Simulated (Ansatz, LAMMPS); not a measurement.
## Structural relaxation of amorphous 88SiO2-12GeO2 (mol %) (96 atoms)

How does amorphous 88SiO2-12GeO2 (mol %) (96 atoms) relax, and what do bonds, charges and levels look like afterwards?

Program: Ansatz 0.2.0. Level of theory: Kohn-Sham DFT, PBE, PAW (set soft_2), plane waves. Values are calculated unless marked as measured.

## Step 1: Set-up

The cell holds 96 atoms: 28 Si, 4 Ge and 64 O. Cell: a = 11.345 Å, b = 11.345 Å, c = 11.345 Å, α = 90.0°, β = 90.0°, γ = 90.0°. 96 atoms (28 Si, 4 Ge, 64 O) placed at random at 2.39 g/cm³, melted at 5000 K for 10 ps at fixed volume with the Morse and Coulomb pair potential with partial charges (Pedone, Malavasi, Menziani, Cormack and Segre, J. Phys. Chem. B 110, 11780 (2006)). Quenched from 5000 K to 300 K at 50 K/ps and fixed volume, held 5 ps, then minimised at fixed cell.

Limits known from the start: The quench rate of 50 K/ps far exceeds what a furnace or splat quench reaches, so expect more defects and frozen-in strain than in a real sample. The network of bonds at the start is that of the classical potential that made the cell. Only the Γ point is sampled, in a cell whose shortest periodic width is 11 Å.

## Step 2: Making the structure

A classical potential supplies the starting structure, since it reaches far longer times than DFT.

This step: classical MD, Morse and Coulomb pair potential with partial charges (Pedone, Malavasi, Menziani, Cormack and Segre, J. Phys. Chem. B 110, 11780 (2006)) (LAMMPS 22 Jul 2025 - Update 4).

File in.lmp:

```
# melt-quench of Si28Ge4O64
units metal
atom_style charge
boundary p p p
region box block 0 11.3449 0 11.3449 0 11.3449
create_box 3 box
mass 1 28.0850   # Si
mass 2 72.6300   # Ge
mass 3 15.9990   # O
create_atoms 1 random 28 39565 NULL overlap 1.5 maxtry 2000
create_atoms 2 random 4 39572 NULL overlap 1.5 maxtry 2000
create_atoms 3 random 64 39579 NULL overlap 1.5 maxtry 2000
pair_style hybrid/overlay pedone 5.5 coul/long 8.0
pair_coeff * * coul/long
pair_coeff 1 3 pedone 0.340554 2.006700 2.100000 1   # Si-O
pair_coeff 2 3 pedone 0.158118 2.294230 2.261313 5   # Ge-O
pair_coeff 3 3 pedone 0.042395 1.379316 3.618701 22   # O-O
set type 1 charge 2.4
set type 2 charge 2.4
set type 3 charge -1.2
kspace_style pppm 1.0e-4
neigh_modify delay 0 every 1 check yes
thermo_style custom step time temp pe press density
thermo_modify norm yes
timestep 0.002
thermo 100
min_style cg
minimize 1e-4 1e-4 200 2000
reset_timestep 0
velocity all create 5000 39566 mom yes dist gaussian
fix lim all nve/limit 0.05
fix lan all langevin 5000 5000 0.2 39567 zero yes
thermo 500
run 1000 post no
# [... 10 lines left out ...]
thermo 1250
fix md all nvt temp 300 300 0.2
run 2500 post no
unfix md
thermo 100
min_style cg
minimize 0 1e-3 2000 20000
write_dump all custom glass.dump id type xs ys zs modify sort id
```

Launch:

```bash
> lmp -in in.lmp -log none -nocite
```

The program printed:

```text
LAMMPS (22 Jul 2025 - Update 4)
Created orthogonal box = (0 0 0) to (11.3449 11.3449 11.3449)
Created 28 atoms
Created 4 atoms
Created 64 atoms
PPPM initialization ...
  G vector (1/distance) = 0.37865437
  grid = 12 12 12
  estimated relative force accuracy = 7.6173315e-05
   Step          Time           Temp          PotEng         Press         Density
         0   0              0             -2.9235592      442873.37      2.3891268
        73   0.146          0             -17.317872     -35626.442      2.3891268
Loop time of 0.0392588 s on 1 MPI rank(s) for 73 steps with 96 atoms
Minimization stats:
  Stopping criterion = energy tolerance
  Energy initial, next-to-last, final =
     -2.92355916442379  -17.3161695410587  -17.3178723277991
  Force two-norm initial, final = 306.85975 2.7254811
  Iterations, force evaluations = 73 85
   Step          Time           Temp          PotEng         Press         Density
         0   0              5000          -17.317872      9286.8959      2.3891268
       500   1              2050.4002     -17.098057     -43494.212      2.3891268
      1000   2              1991.4648     -17.262549     -29486.294      2.3891268
Loop time of 0.356446 s on 1 MPI rank(s) for 1000 steps with 96 atoms
   Step          Time           Temp          PotEng         Press         Density
[... 2 lines left out ...]
      2499   4.998          4974.3161     -16.522557     -14099.236      2.3891268
      3332   6.664          4933.8809     -16.69121      -985.32091      2.3891268
      4165   8.33           5058.6075     -16.599265     -18100.127      2.3891268
      4998   9.996          5433.1551     -16.628209      41231.503      2.3891268
      5831   11.662         5308.0212     -16.494748     -15844.441      2.3891268
[... 1 line left out ...]
Loop time of 1.92542 s on 1 MPI rank(s) for 5000 steps with 96 atoms
   Step          Time           Temp          PotEng         Press         Density
[... 12 lines left out ...]
Loop time of 16.9283 s on 1 MPI rank(s) for 47000 steps with 96 atoms
   Step          Time           Temp          PotEng         Press         Density
[... 2 lines left out ...]
     55000   110            306.48869     -17.527304     -14006.249      2.3891268
     55500   111            326.13165     -17.532603     -6642.8358      2.3891268
Loop time of 0.812176 s on 1 MPI rank(s) for 2500 steps with 96 atoms
   Step          Time           Temp          PotEng         Press         Density
     55500   111            326.13165     -17.532603     -6642.8358      2.3891268
     55517   111.034        326.13165     -17.57018      -8263.7392      2.3891268
Loop time of 0.0273803 s on 1 MPI rank(s) for 17 steps with 96 atoms
Minimization stats:
  Stopping criterion = linesearch alpha is zero
  Energy initial, next-to-last, final =
      -17.532603219844  -17.5701800690876  -17.5701800690876
  Force two-norm initial, final = 12.201252 0.65070886
  Iterations, force evaluations = 17 67
```

It took 20 s on 1 thread of AMD EPYC 9B14 (Zen 4), shared host; peak memory 0.071 GiB.

## Step 3: Single point at the start

The forces at the start show how far the geometry lies from a minimum of this functional.

File input.yaml:

```yaml
crystal:
  lattice:
    - [11.3449, 0.0, 0.0]
    - [0.0, 11.3449, 0.0]
    - [0.0, 0.0, 11.3449]
  atoms:
    - { symbol: Si, position: [0.64681, 0.22124, 0.09313] }
    - { symbol: Si, position: [0.12023, 0.0545, 0.76825] }
    - { symbol: Si, position: [0.71428, 0.23949, 0.53621] }
    - { symbol: Si, position: [0.23611, 0.92539, 0.21886] }
    - { symbol: Si, position: [0.75577, 0.09651, 0.31482] }
    - { symbol: Si, position: [0.35074, 0.13163, 0.36829] }
    - { symbol: Si, position: [0.31509, 0.73403, 0.75152] }
    - { symbol: Si, position: [0.62826, 0.54243, 0.7867] }
    - { symbol: Si, position: [0.92111, 0.78104, 0.98633] }
    - { symbol: Si, position: [0.05424, 0.19232, 0.98714] }
    - { symbol: Si, position: [0.31106, 0.92905, 0.94445] }
    - { symbol: Si, position: [0.49475, 0.35798, 0.40258] }
    - { symbol: Si, position: [0.15036, 0.21915, 0.5412] }
    - { symbol: Si, position: [0.40314, 0.74359, 0.3583] }
    - { symbol: Si, position: [0.92531, 0.86213, 0.7169] }
    - { symbol: Si, position: [0.8374, 0.46199, 0.65618] }
    - { symbol: Si, position: [0.48152, 0.32913, 0.90513] }
    - { symbol: Si, position: [0.05084, 0.60793, 0.34027] }
    - { symbol: Si, position: [0.05805, 0.57632, 0.07748] }
    - { symbol: Si, position: [0.88822, 0.35871, 0.09609] }
    - { symbol: Si, position: [0.11628, 0.43952, 0.6882] }
    - { symbol: Si, position: [0.80019, 0.56626, 0.40788] }
    - { symbol: Si, position: [0.97977, 0.99093, 0.16903] }
    - { symbol: Si, position: [0.57247, 0.56731, 0.2517] }
    - { symbol: Si, position: [0.58144, 0.98249, 0.95764] }
    - { symbol: Si, position: [0.449, 0.57333, 0.58219] }
    - { symbol: Si, position: [0.22031, 0.3922, 0.94763] }
    - { symbol: Si, position: [0.55455, 0.95314, 0.44111] }
    - { symbol: Ge, position: [0.65214, 0.70626, 0.01391] }
    - { symbol: Ge, position: [0.11302, 0.7091, 0.58719] }
    - { symbol: Ge, position: [0.67129, 0.99067, 0.68085] }
    - { symbol: Ge, position: [0.95868, 0.33889, 0.36597] }
    - { symbol: O, position: [0.40762, 0.26052, 0.34981] }
    - { symbol: O, position: [0.03265, 0.95431, 0.7241] }
    - { symbol: O, position: [0.44172, 0.45631, 0.50109] }
    - { symbol: O, position: [0.90986, 0.81965, 0.85164] }
    - { symbol: O, position: [0.59793, 0.29262, 0.4748] }
    - { symbol: O, position: [0.93953, 0.49166, 0.0926] }
    - { symbol: O, position: [0.14036, 0.57517, 0.65501] }
    - { symbol: O, position: [0.90989, 0.63829, 0.35317] }
    - { symbol: O, position: [0.17512, 0.26617, 0.99775] }
    - { symbol: O, position: [0.05233, 0.46629, 0.37028] }
    - { symbol: O, position: [0.66976, 0.16928, 0.2253] }
    - { symbol: O, position: [0.46401, 0.22536, 0.8212] }
    - { symbol: O, position: [0.03078, 0.09645, 0.08743] }
    - { symbol: O, position: [0.79224, 0.18765, 0.42106] }
    - { symbol: O, position: [0.24393, 0.15999, 0.45584] }
    - { symbol: O, position: [0.95383, 0.29054, 0.99279] }
    - { symbol: O, position: [0.94429, 0.30495, 0.21924] }
    - { symbol: O, position: [0.83117, 0.4278, 0.37541] }
    - { symbol: O, position: [0.76598, 0.51226, 0.76571] }
    - { symbol: O, position: [0.86826, 0.03911, 0.24686] }
    - { symbol: O, position: [0.05072, 0.13143, 0.86283] }
    - { symbol: O, position: [0.67684, 0.60102, 0.3511] }
    - { symbol: O, position: [0.30086, 0.04757, 0.26256] }
    - { symbol: O, position: [0.67348, 0.00062, 0.37936] }
    - { symbol: O, position: [0.02804, 0.68713, 0.99685] }
    - { symbol: O, position: [0.80624, 0.91984, 0.67413] }
    - { symbol: O, position: [0.03218, 0.24643, 0.46129] }
    - { symbol: O, position: [0.09518, 0.94102, 0.23968] }
    - { symbol: O, position: [0.11674, 0.67985, 0.44076] }
    - { symbol: O, position: [0.35762, 0.39634, 0.93661] }
    - { symbol: O, position: [0.7788, 0.34143, 0.6081] }
    - { symbol: O, position: [0.14472, 0.13461, 0.65544] }
    - { symbol: O, position: [0.17531, 0.34908, 0.59772] }
    - { symbol: O, position: [0.37649, 0.62382, 0.70422] }
    - { symbol: O, position: [0.75495, 0.31837, 0.08627] }
    - { symbol: O, position: [0.22551, 0.78366, 0.66176] }
    - { symbol: O, position: [0.40315, 0.67732, 0.49022] }
    - { symbol: O, position: [0.53927, 0.28634, 0.03216] }
    - { symbol: O, position: [0.22489, 0.99678, 0.85227] }
    - { symbol: O, position: [0.25627, 0.90896, 0.07569] }
    - { symbol: O, position: [0.57838, 0.92655, 0.57838] }
    - { symbol: O, position: [0.08821, 0.62262, 0.20772] }
    - { symbol: O, position: [0.6247, 0.97414, 0.82281] }
    - { symbol: O, position: [0.16003, 0.49531, 0.02606] }
    - { symbol: O, position: [0.45382, 0.05254, 0.42792] }
    - { symbol: O, position: [0.6108, 0.85332, 0.02034] }
    [... 12 atom lines left out ...]
    - { symbol: O, position: [0.57408, 0.56668, 0.65206] }
    - { symbol: O, position: [0.80209, 0.71675, 0.02094] }
    - { symbol: O, position: [0.29687, 0.81922, 0.29698] }
    - { symbol: O, position: [0.81997, 0.55723, 0.54831] }
    - { symbol: O, position: [0.61443, 0.65127, 0.87621] }
    - { symbol: O, position: [0.69038, 0.12866, 0.6197] }
kpoints:
  mp_grid: { grid: [1, 1, 1] }
hamiltonian:
  xc: pbe
scf:
  occupations: { method: fermi_dirac, width: 0.025 }
output:
  forces: true
```

Launch:

```bash
> ansatz run input.yaml --threads 4 --pin off --max-ram 8192MiB --backend cpu --events-out ev --progress --plain --runs-dir out
```

The program printed:

```text
Engine: ansatz 0.2.0, x86_64-unknown-linux-gnu
Pseudopotentials: kind: paw
Pseudopotential: Si, paw, valence charge 4, recommended cutoff 420 eV (normal), Si.paw.azcp
Pseudopotential: Ge, paw, valence charge 14, recommended cutoff 420 eV (normal), Ge.paw.azcp
Pseudopotential: O, paw, valence charge 6, recommended cutoff 420 eV (normal), O.paw.azcp
Functional definition: PBE
  parameter kappa = 0.804
  parameter beta = 0.066725
  exchange = pbe_x(kappa = kappa, mu = beta*pi^2/3)
  correlation = pbe_c(beta = beta)
Crystal: 96 atoms, lattice volume = 1460.165 Å³
Basis set: ecut = 420 eV, 28425 PW (Γ), exchange–correlation on 160×160×160 points (8 copies of the dense FFT grid, shifted against one another)
Bands: 372, of which v1, the nominal top of the filled ones, is band 276 counted from 1 (275 counted from 0)
Symmetry: 1 space group operations
Space group: P1 (ITA 1), of the structure as read, at distance tolerance 1.1e-4 Å
k-points: 1
Non-local potential: Si, projectors of the file, l = 0: 2, l = 1: 2, l = 2: 2
Non-local potential: Ge, projectors of the file, l = 0: 2, l = 1: 2, l = 2: 3, l = 3: 1
Non-local potential: O, projectors of the file, l = 0: 2, l = 1: 2, l = 2: 1
PAW form: soft (Blöchl's): semilocal exchange-correlation on the pseudo side does not see the compensation charge
PAW one-centre angular grid: Si, 110 points (default); XC on 64 Gauss nodes
PAW one-centre angular grid: Ge, 590 points (default); XC on 64 Gauss nodes
PAW one-centre angular grid: O, 110 points (default); XC on 64 Gauss nodes
Initial density: superposition of atomic densities (neutral atoms: chi_scale 0, normalization atom), corrected by the library's trained network
Initial wavefunctions: pseudopotential atomic-orbital guess
Functional: x = pbe(κ = 0.804, μ = 0.219515), c = pbe(β = 0.066725)
SCF iter   1: F=—  HF=-71377.182196 eV  |F-HF|=—  |Δ(HF+E_count)|=         —  Δρ=3.69e-3  dr2=4.37e-1  ethr=1.77e-3  ⟨swp⟩=7.0  Hψ=1667  notcnv=0  defer=87
preconditioner: auto → Resta (q_TF=auto, 2.320 Å⁻¹)  ε∞=2.8  [insulator: Δε(μ)=1.972 eV  Ē_g=17.218 eV  σ=0.025 eV  W_gap=1.00  n_scr=304 (ndim 8)  ℏωp=22.8 eV  f_vac=0.255  D(μ)=0.00/eV (n_scr^D=0)  ε∞_Penn≈2.8]
SCF iter   2: F=—  HF=-71377.074005 eV  |F-HF|=—  |Δ(HF+E_count)|=   1.08e-1  Δρ=2.17e-3  dr2=1.09e-1  ethr=7.91e-5  ⟨swp⟩=3.0  Hψ=631  notcnv=0  defer=89
SCF iter   3: F=—  HF=-71377.047613 eV  |F-HF|=—  |Δ(HF+E_count)|=   2.64e-2  Δρ=8.52e-4  dr2=3.79e-2  ethr=1.97e-5  ⟨swp⟩=3.0  Hψ=568  notcnv=0  defer=37
automatic band count: iteration 3 solves 320 bands in place of 372: the levels show a gap, and the empty bands left out lie too high to hold charge; the band table lists the bands solved (type scf.n_extra_bands for more)
SCF iter   4: F=—  HF=-71377.034784 eV  |F-HF|=—  |Δ(HF+E_count)|=   1.28e-2  Δρ=4.47e-4  dr2=3.37e-3  ethr=6.87e-6  ⟨swp⟩=3.0  Hψ=489  notcnv=0  defer=37
SCF iter   5: F=—  HF=-71377.034505 eV  |F-HF|=—  |Δ(HF+E_count)|=   2.79e-4  Δρ=2.50e-4  dr2=8.03e-4  ethr=6.11e-7  ⟨swp⟩=3.0  Hψ=568  notcnv=0  defer=37
SCF iter   6: F=—  HF=-71377.034471 eV  |F-HF|=—  |Δ(HF+E_count)|=   3.45e-5  Δρ=5.03e-5  dr2=3.59e-5  ethr=1.45e-7  ⟨swp⟩=2.0  Hψ=501  notcnv=0  defer=37
SCF iter   7: F=—  HF=-71377.031493 eV  |F-HF|=—  |Δ(HF+E_count)|=   2.98e-3  Δρ=3.00e-5  dr2=1.03e-5  ethr=6.50e-9  ⟨swp⟩=2.0  Hψ=559  notcnv=0  defer=37
SCF iter   8: F=—  HF=-71377.031492 eV  |F-HF|=—  |Δ(HF+E_count)|=   6.80e-7  Δρ=8.04e-6  dr2=8.72e-7  ethr=1.86e-9  ⟨swp⟩=2.0  Hψ=559  notcnv=0  defer=37
SCF iter   9: F=—  HF=-71377.031492 eV  |F-HF|=—  |Δ(HF+E_count)|=   4.63e-7  Δρ=3.30e-6  dr2=1.37e-7  ethr=1.58e-10  ⟨swp⟩=2.0  Hψ=559  notcnv=0  defer=37
SCF iter  10: F=-71377.031492 eV  HF=-71377.031492 eV  |F-HF|=6.33e-9  |Δ(HF+E_count)|=  3.06e-10  Δρ=1.41e-6  dr2=2.68e-8  ethr=1.81e-11  ⟨swp⟩=4.0  Hψ=1071  notcnv=0
SCF 1 converged in 10 iterations: F = -71377.031492 eV  dr2 = 2.68e-8
  greatest PAW one-centre occupation: 0.999 electrons in one spin orbital (limit 2), on the Ge atom at site 29 (counted from 0), in its partial waves of l = 2
SCF converged after 10 iterations
Free energy (F): -71377.031492 eV
Harris-Foulkes:  -71377.031492 eV  (|F-HF|=6.33e-9)
Internal energy: -71377.031492 eV  (E = F + TS)
E sigma→0 (E₀):  -71377.031492 eV
Entropy (-TS):   -0.000001 eV (-0.000 meV/atom)
Fermi energy:    4.593137 eV
--- Per-component energies (eV) ---
  E_band       = -3774.247349
  E_kinetic    = 13123.157675
  E_local      = -54116.940419  (includes V_loc(G=0)·N_el)
  E_nonlocal   = 5460.240545
  E_hartree    = 21564.913717
  E_xc         = -6596.408246
  E_vxc        = -7631.347724  (∫ρ·V_xc dr)
  E_paw        = -32656.888878  (= ΣΔE_a)
  E_vpaw       = -3739.360314  (= ΣTr[D̂ρ^β])
  E_aug_tail   = 0.166648  (compensation charges beyond the density's cutoff)
  E_ewald      = -18155.272532
  E_smearing   = -0.000001  (= −TS)
  E_closure    = -0.000000  (closes the sum)
  Σ components = -71377.031492   (vs F -71377.031492, Δ=0.00e0)
--- Forces (eV/Å), atoms counted from 1 ---
  atom   1  Si     0.99466308    -0.76559955    -0.79742522
  atom   2  Si    -0.10607677    -0.21504126     1.06631379
  atom   3  Si     0.14402299    -0.09707549    -0.93487204
  atom   4  Si     0.61012822     0.84586616    -0.01275822
  atom   5  Si    -0.66040405     0.74271215    -0.09477600
  atom   6  Si     0.54284629    -1.20198119     0.47022690
  atom   7  Si    -0.51973510    -0.45599365    -0.91381675
  atom   8  Si    -0.74873660    -1.32974833    -0.30566686
  atom   9  Si    -0.15522776     0.27987502     0.15449589
  atom  10  Si     0.04350671     0.89462490     0.65999494
  atom  11  Si    -0.47588657     0.46187156    -0.37600075
  atom  12  Si     0.76726180     0.95900759     1.34783488
  atom  13  Si    -0.86134671     1.36817870     0.23871900
  atom  14  Si     0.88040492     0.29516370     1.04339431
[...]
atom  95  O     -0.49980959     0.92871250    -0.28432371
  atom  96  O      0.01124801     0.32757342     0.64091969
  max |Σ_I F_I| component: 5.61e-5 eV/Å
```

The job ended after 9.4 s (4 threads of AMD EPYC 9B14 (Zen 4), shared host; peak memory 1.9 GiB; 34 s of CPU time).

Reading the cycles: dr2 is the Hartree energy of the density residual (eV), the measure of convergence; HF is the Harris–Foulkes estimate of the energy, which meets the free energy F at convergence.

Numbers from this run:

```
free energy            : -71377.0315 eV
free energy per atom   : -743.5107 eV/atom
SCF cycles             : 10
r.m.s. force component : 0.8372 eV/Å
longest force          : 4.691 eV/Å
Fermi energy           : 4.593 eV
```

The r.m.s. force component of 0.84 eV/Å sets the starting point.

Neighbours are counted within 2.08 Å (O-Si), 2.17 Å (O-Ge).

Length of the force by element and coordination:

| element | coordination | atoms | mean length of the force (eV/Å) | spread | least | most |
| --- | --- | --- | --- | --- | --- | --- |
| Ge | all | 4 | 1.53 | 0.750 | 0.769 | 2.68 |
| O | all | 64 | 1.14 | 0.559 | 0.159 | 2.69 |
| O | 1 | 1 | 1.83 | 0 | 1.83 | 1.83 |
| O | 2 | 63 | 1.13 | 0.557 | 0.159 | 2.69 |
| Si | all | 28 | 1.54 | 0.859 | 0.355 | 4.69 |
| Si | 3 | 1 | 1.15 | 0 | 1.15 | 1.15 |
| Si | 4 | 27 | 1.56 | 0.871 | 0.355 | 4.69 |

(Part 1 of 4 ends here.)

[Long decimals in the printed logs are rounded to 6 places.]

[Logs are printed without paths, hosts, clocks, repeated set-up lines and the standing remarks that a program may print on its own settings, such as how far it seeks lower states.]

[Hosts, paths, dates, database ids (printed as entryN), source tags and the programs' standing remarks are cut or masked in the printed files.]

[A walk said to have stopped at its limit may instead have ended on an SCF cycle that didn't converge.]
